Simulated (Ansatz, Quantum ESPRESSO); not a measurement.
# CsH (Pm-3m): from Born charge to LO-TO splitting

Wanted: the LO mode of CsH (Pm-3m) from the TO mode and the field response.

Method: DFT LDA, scalar-relativistic, plane waves, PseudoDojo norm-conserving pseudopotentials, in Quantum ESPRESSO 7.5.

## Step 1: The relaxed structure

It takes space group Pm-3m (No. 221, cubic). The conventional cell has a = 3.637 Å, b = 3.637 Å, c = 3.637 Å, α = 90.00°, β = 90.00°, γ = 90.00°. Nearest to Cs lie 8 H at 3.15 Å. Nearest to H lie 8 Cs at 3.15 Å. Farther neighbours are not listed.

Coordinates:

```
CELL_PARAMETERS angstrom
3.63655 0.00000 0.00000
0.00000 3.63655 0.00000
0.00000 0.00000 3.63655
ATOMIC_POSITIONS crystal
Cs 0.00000 0.00000 0.00000
H 0.50000 0.50000 0.50000
```

This is the cell after its relaxation at this level of theory, not the database cell from which that began.

## Step 2: What the response run gave

A linear-response run on the relaxed cell, with the response to an electric field; only its zone-centre results are used. Cutoff 74 Ry, k mesh 6×6×6.

Output:

```text
[banners, grids, parts of the stress and lines that vanish by symmetry left out]
Program PHONON v.7.5
     Reading xml data from directory:

[...]
Exchange-correlation= PW
                           (   1   4   0   0   0   0   0)
[...]
kinetic-energy cut-off    =      74.0000  Ry
     charge density cut-off    =     296.0000  Ry
     convergence threshold     =      1.0E-18
[...]
Exchange-correlation= PW
                           (   1   4   0   0   0   0   0)
[...]
q = (   0.0000000   0.0000000   0.0000000 )
     49 Sym.Ops. (with q -> -q+G )
     G cutoff =  354.0870  (  28017 G-vectors)     FFT grid: ( 40, 40, 40)
     number of k points=    20
[...]
Mode symmetry, O_h (m-3m)  point group:
[...]
Dielectric constant
[...]
End of electric fields calculation
          Dielectric constant in cartesian axis
          (       4.251844702       0.000000000       0.000000000 )
          (       0.000000000       4.251844702       0.000000000 )
          (       0.000000000       0.000000000       4.251844702 )
          Effective charges (d Force / dE) in cartesian axis without acoustic sum rule applied (asr)
           atom    1  Cs    Mean Z*:        1.17112
      Ex  (        1.17112        0.00000        0.00000 )
      Ey  (        0.00000        1.17112        0.00000 )
      Ez  (        0.00000        0.00000        1.17112 )
           atom    2  H     Mean Z*:       -1.17596
      Ex  (       -1.17596        0.00000        0.00000 )
      Ey  (        0.00000       -1.17596        0.00000 )
      Ez  (        0.00000        0.00000       -1.17596 )
          Effective charges Sum: Mean:       -0.00484
[...]
Effective charges (d Force / dE) in cartesian axis with asr applied:
           atom    1  Cs    Mean Z*:        1.17354
[...]
atom    2  H     Mean Z*:       -1.17354
[...]
Representation #   1 modes #   1   2   3
[...]
End of self-consistent calculation
     Convergence has been achieved
     Representation #   2 modes #   4   5   6
[...]
End of self-consistent calculation
     Convergence has been achieved
[...]
Dielectric constant in cartesian axis
          (       4.251844702       0.000000000       0.000000000 )
          (       0.000000000       4.251844702       0.000000000 )
          (       0.000000000       0.000000000       4.251844702 )
          Effective charges (d Force / dE) in cartesian axis without acoustic sum rule applied (asr)
           atom    1  Cs    Mean Z*:        1.17112
      Ex  (        1.17112        0.00000        0.00000 )
      Ey  (        0.00000        1.17112        0.00000 )
      Ez  (        0.00000        0.00000        1.17112 )
           atom    2  H     Mean Z*:       -1.17596
      Ex  (       -1.17596        0.00000        0.00000 )
      Ey  (        0.00000       -1.17596        0.00000 )
      Ez  (        0.00000        0.00000       -1.17596 )
          Effective charges Sum: Mean:       -0.00484
[...]
Effective charges (d Force / dE) in cartesian axis with asr applied:
           atom    1  Cs    Mean Z*:        1.17354
[...]
atom    2  H     Mean Z*:       -1.17354
[...]
q = (    0.000000000   0.000000000   0.000000000 )
[...]
freq (    1) =       0.012377 [THz] =       0.412859 [cm-1]
     freq (    2) =       0.012377 [THz] =       0.412859 [cm-1]
     freq (    3) =       0.012377 [THz] =       0.412859 [cm-1]
     freq (    4) =      12.461263 [THz] =     415.662979 [cm-1]
     freq (    5) =      12.461263 [THz] =     415.662979 [cm-1]
     freq (    6) =      12.461263 [THz] =     415.662979 [cm-1]
[...]
Mode symmetry, O_h (m-3m)  point group:
     freq (   1-   3) =          0.4  [cm-1]   --> T_1u G_15  G_4- I
     freq (   4-   6) =        415.7  [cm-1]   --> T_1u G_15  G_4- I

   JOB DONE.
```

```csv
quantity,value
cell volume Ω (Å³),48.092
mass of Cs (u),132.905
mass of H (u),1.008
"Born charge of Cs, raw (e)",1.171
"Born charge of H, raw (e)",-1.176
ε∞,4.252
ω(TO) after the sum rule (cm⁻¹),415.6
```

## Step 3: The calculation

The charges must sum to zero over the cell; taking off their mean, -0.002 e, leaves Z* = 1.174 e on Cs. In the polar mode Cs moves against H, so the reduced mass is μ = 132.91 × 1.01 / 133.91 = 1.000 u.

A longitudinal wave builds up a field that adds to the restoring force: ω(LO)² = ω(TO)² + 4π Z*² / (μ Ω ε∞), in Hartree atomic units. With μ = 1824 electron masses and Ω = 324.54 bohr³ the second term is 6.8776e-06 Ha², or 331286 cm⁻² (1 Ha = 219474.6 cm⁻¹).

So ω(LO) = √(172757 + 331286) = 710.0 cm⁻¹, and by the Lyddane-Sachs-Teller relation ε₀ = ε∞ (ω(LO)/ω(TO))² = 12.41.

## Step 4: Check against the program

The analysis program adds the same non-analytic term to the full matrix, here for q along (1 0 0).

Output:

```text
[banner, memory and clock lines left out]
Program DYNMAT v.7.5

     Reading Dynamical Matrix from file g.dyn
     ...Force constants read
     ...epsilon and Z* read

     Polarizability (A^3 units)
     multiply by 0.479858 for Clausius-Mossotti correction
        12.444870    0.000000    0.000000
         0.000000   12.444870    0.000000
         0.000000    0.000000   12.444870

     IR activities are in (D/A)^2/amu units

# mode   [cm-1]    [THz]      IR
    1     -0.00   -0.0000    0.0000
    2      0.00    0.0000    0.0000
    3      0.00    0.0000    0.0000
    4    415.64   12.4606   31.7602
    5    415.64   12.4606   31.7602
    6    709.95   21.2839   31.7602
```

ε₀ comes from the program's run without a direction of q.

```csv
quantity,by hand,program
ω(LO) (cm⁻¹),710.0,710.0
ε₀,12.41,12.40
```

## Step 5: Outcome

```
TO mode                    : 415.6 cm⁻¹
LO mode                    : 710.0 cm⁻¹
static dielectric constant : 12.40
```

**Reading.** The LO mode of CsH (Pm-3m) lies at 710 cm⁻¹, 294 cm⁻¹ above the TO mode; the formula meets the program within 0.1 cm⁻¹, as it must for a cubic crystal with one polar mode. ω(LO)² − ω(TO)² goes with Z*²/ε∞: an error of 5 % in ε∞ would move the LO mode by 11.2 cm⁻¹, and semilocal functionals tend to overestimate ε∞. These are harmonic values at zero temperature, at the volume of this functional, for the structure held cubic; stability elsewhere in the zone is no part of this calculation.

[Host names and launcher messages were left out of these logs when they were recorded.]

[Logs are printed without paths, hosts, clocks, repeated set-up lines and the standing remarks that a program may print on its own settings, such as how far it seeks lower states.]

[Hosts, paths, dates, database ids (printed as entryN), source tags and the programs' standing remarks are cut or masked in the printed files.]
